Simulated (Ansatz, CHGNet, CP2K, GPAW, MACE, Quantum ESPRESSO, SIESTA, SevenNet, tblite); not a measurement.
## H16C6Br2N2O (Pca2_1) (108 atoms): runs against a plane-wave reference

The cell holds 108 atoms: 64 H, 24 C, 8 Br, 8 N and 4 O. Its edges and angles: a = 12.383 Å, b = 8.319 Å, c = 9.881 Å, α = 90.0°, β = 90.0°, γ = 90.0°. It derives from H16C6Br2N2O (Pca2_1), repeated 1×1×1. H16C6Br2N2O, space group Pca2_1, structure from the Crystallography Open Database, 1 x 1 x 1 conventional cells; every coordinate displaced by a Gaussian of 0.02 Å; bonds to H set to neutron lengths (C-H 1.089, N-H 1.015, O-H 0.983, B-H 1.19 Å) where the listed ones are shorter. Then every atom was moved at random, 0.03 Å r.m.s. a Cartesian component (hydrogen 0.6 of that).

Geometry: as built.

The reference, a calculation:

| Item | Value |
| --- | --- |
| method | Kohn-Sham DFT, PBE, PAW, plane waves (Ansatz 0.2.0); cutoff 420 eV, Γ point, fermi-dirac smearing of 0.05 eV; PAW set soft_2 |
| r.m.s. force component | 1.288 eV/Å |
| longest force | 6.811 eV/Å |
| pressure | 3.153 GPa |
| gap (highest filled to lowest empty level) | 4.743 eV |
| SCF cycles | 9 |
| time | 9.1 s on 8 threads of Arm Neoverse V1, shared host |
| CPU time | 43 s |

**Question.** The same geometry is run in other programs. How far does each lie from the reference, and what does it cost?
- CP2K PBE, DZVP-MOLOPT-SR, 210/50 Ry, OT DIIS (CP2K 2026.2; 2 threads)
- tblite GFN2-xTB (tblite 0.8.0; 1 thread)
- CP2K PBE, DZVP-MOLOPT-SR, 600/20 Ry, OT DIIS (CP2K 2026.2; 4 MPI ranks)
- QE PBE, sssp-1.3.0-efficiency, 60/480 Ry (Quantum ESPRESSO 7.5; 2 MPI ranks)
- QE PBE+D3(BJ), sssp-1.3.0-efficiency, 60/480 Ry (Quantum ESPRESSO 7.5; 2 MPI ranks)
- SIESTA PBE, DZP, shift 0.01 Ry, mesh 100 Ry (SIESTA 5.4.2; 1 thread)
- SevenNet l3i5 potential (SevenNet l3i5; 1 thread)
- CP2K PBE, SZV-MOLOPT-SR, 600/50 Ry, TRS4 filter 1e-04, SCF 1e-05 (CP2K 2026.2; 1 thread)
- SIESTA PBE, DZP, shift 0.01 Ry, mesh 500 Ry (SIESTA 5.4.2; 2 MPI ranks)
- SIESTA PBE, SZP, shift 0.01 Ry, mesh 500 Ry (SIESTA 5.4.2; 2 MPI ranks)

Differences are against the plane-wave reference, forces as r.m.s. over components; share is that over the reference's r.m.s. force, slope the least-squares factor from reference forces to these. Total energies of different programs have different zeros and aren't compared.

| run | Δ force, r.m.s. (meV/Å) | share (%) | slope | Δ pressure (GPa) | Δ gap (eV) | cores | CPU time | memory (GiB) |
| --- | --- | --- | --- | --- | --- | --- | --- | --- |
| reference | - | - | - | - | - | 8 | 43 s | 1.2 |
| CP2K PBE, DZVP-MOLOPT-SR, 210/50 Ry, OT DIIS (coarse) | 89.3 | 6.94 | 1.029 | 0.242 | 0.910 | 2 | 8.5 min | 0.57 |
| tblite GFN2-xTB | 262 | 20.3 | 0.881 | -3.68 | - | 1 | 9.6 s | 0.14 |
| CP2K PBE, DZVP-MOLOPT-SR, 600/20 Ry, OT DIIS (coarse) | 64.9 | 5.04 | 1.023 | 0.313 | 0.910 | 4 | 5.9 min | 2.5 |
| QE PBE, sssp-1.3.0-efficiency, 60/480 Ry | 11.3 | 0.876 | 1.000 | -0.0674 | 7.0e-4 | 2 | 4.3 min | 2.6 |
| QE PBE+D3(BJ), sssp-1.3.0-efficiency, 60/480 Ry | 12.1 | 0.941 | 1.000 | -1.36 | 7.0e-4 | 2 | 4.3 min | 2.6 |
| SIESTA PBE, DZP, shift 0.01 Ry, mesh 100 Ry (coarse) | 366 | 28.4 | 1.107 | 1.72 | 0.0064 | 1 | 35 s | 0.4 |
| SevenNet l3i5 potential | 103 | 7.96 | 0.980 | 0.0298 | - | 1 | 12 s | 2.2 |
| CP2K PBE, SZV-MOLOPT-SR, 600/50 Ry, TRS4 filter 1e-04, SCF 1e-05 (coarse) | 1037 | 80.5 | 1.430 | 5.88 | - | 1 | 41 s | 1.3 |
| SIESTA PBE, DZP, shift 0.01 Ry, mesh 500 Ry | 366 | 28.4 | 1.107 | 1.71 | 0.0057 | 2 | 3.9 min | 1.8 |
| SIESTA PBE, SZP, shift 0.01 Ry, mesh 500 Ry (coarse) | 1232 | 95.6 | 1.325 | 5.19 | -0.706 | 2 | 3.1 min | 1.7 |

Rows marked coarse were listed beforehand as settings not expected to be converged; some can still land near the reference.

Times of the machine-learned potentials are mostly Python's start and the loading of weights.

CPU time is summed over cores on a shared host, where runs went side by side, so it is rough. Symmetry, cutoffs, thresholds, outputs and thread counts weren't matched or tuned between programs; memory under MPI is the largest rank's times the ranks.

PBE on plane waves or a grid with other potentials, cutoffs or grids, coarse settings apart, differs from the reference by 0.88 % (QE PBE, sssp-1.3.0-efficiency, 60/480 Ry) of the r.m.s. force; this holds the reference's own error, so differences of a few per cent don't tell which side is nearer the exact PBE result (QE's 60 Ry are 816 eV, against the reference's 420 eV). The PBE run in local orbitals, coarse settings apart, differs by 28 % (SIESTA PBE, DZP, shift 0.01 Ry, mesh 500 Ry); basis, grid and potentials can all enter. Tight binding differs by 20 % (tblite GFN2-xTB); it is another model, with fitted parameters of its own, and the xTB methods hold dispersion. Machine-learned potentials differ by 8.0 % (SevenNet l3i5 potential); they were trained on other programs' data. Periodic xTB results under one method name differ between programs and library versions. Machine-learned potentials mimic data converged in k, so the reference's own k-point error enters their differences. The published positions, changed by the recipe (random displacements or longer bonds to H), lie far from the minimum at this level of theory. The electronic-structure runs sample only Γ, in a cell whose shortest periodic width is 8 Å.

[Hosts, paths, dates, database ids (printed as entryN), source tags and the programs' standing remarks are cut or masked in the printed files.]
